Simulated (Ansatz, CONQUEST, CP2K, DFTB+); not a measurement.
# Which run comes nearest? Random packing of Li (88 atoms)

Density of this cell: 0.495 g/cm³. The cell holds 88 atoms: 88 Li. Its edges and angles: a = 12.701 Å, b = 12.701 Å, c = 12.701 Å, α = 90.0°, β = 90.0°, γ = 90.0°. 88 atoms (88 Li) packed at random in a cube at 0.495 g/cm³ and pushed apart as soft spheres; a start for melting by ab initio MD, not an equilibrated structure. Then every atom was moved at random, 0.03 Å r.m.s. a Cartesian component.

Geometry: as built.

The reference, a calculation:

| Property | Result |
| --- | --- |
| method | Kohn-Sham DFT, PBE, PAW, plane waves (Ansatz 0.2.0); cutoff 420 eV, Γ point, fermi-dirac smearing of 0.05 eV; PAW set soft_2 |
| r.m.s. force component | 0.3791 eV/Å |
| longest force | 1.207 eV/Å |
| pressure | 0.9614 GPa |
| SCF cycles | 9 |
| time | 31 s on 4 threads of AMD EPYC 7R43, shared host |
| CPU time | 1.8 min |

Runs, in no order:
A. CP2K PBE, DZVP-MOLOPT-SR, 800/50 Ry, diagonalisation: Kohn-Sham DFT, PBE, GTH-PBE pseudopotentials, Gaussian and plane waves, DZVP-MOLOPT-SR-GTH, diagonalisation
B. CONQUEST PBE, grid 80 Ha: Kohn-Sham DFT, PBE, norm-conserving pseudopotentials, pseudo-atomic orbitals (double zeta with polarisation), diagonalisation
C. DFTB+ IPEA1-xTB: IPEA1-xTB tight binding, diagonalisation

Q: Order them from the smallest to the largest r.m.s. force difference.

B, A, C.

```tsv
run	Δ force, r.m.s. (meV/Å)	share of r.m.s. force (%)	CPU time
B. CONQUEST PBE, grid 80 Ha	27.5	7.25	12 min
A. CP2K PBE, DZVP-MOLOPT-SR, 800/50 Ry, diagonalisation	39.0	10.3	25 min
C. DFTB+ IPEA1-xTB	315	83.1	50 s
```

Periodic xTB results under one method name differ between programs and library versions (DFTB+ here holds tblite 0.3). The electronic-structure runs sample only Γ, in a cell whose shortest periodic width is 13 Å, which is coarse for a cell with partly filled levels.

[Logs are printed without paths, hosts, clocks, repeated set-up lines and the standing remarks that a program may print on its own settings, such as how far it seeks lower states.]

[Hosts, paths, dates, database ids (printed as entryN), source tags and the programs' standing remarks are cut or masked in the printed files.]
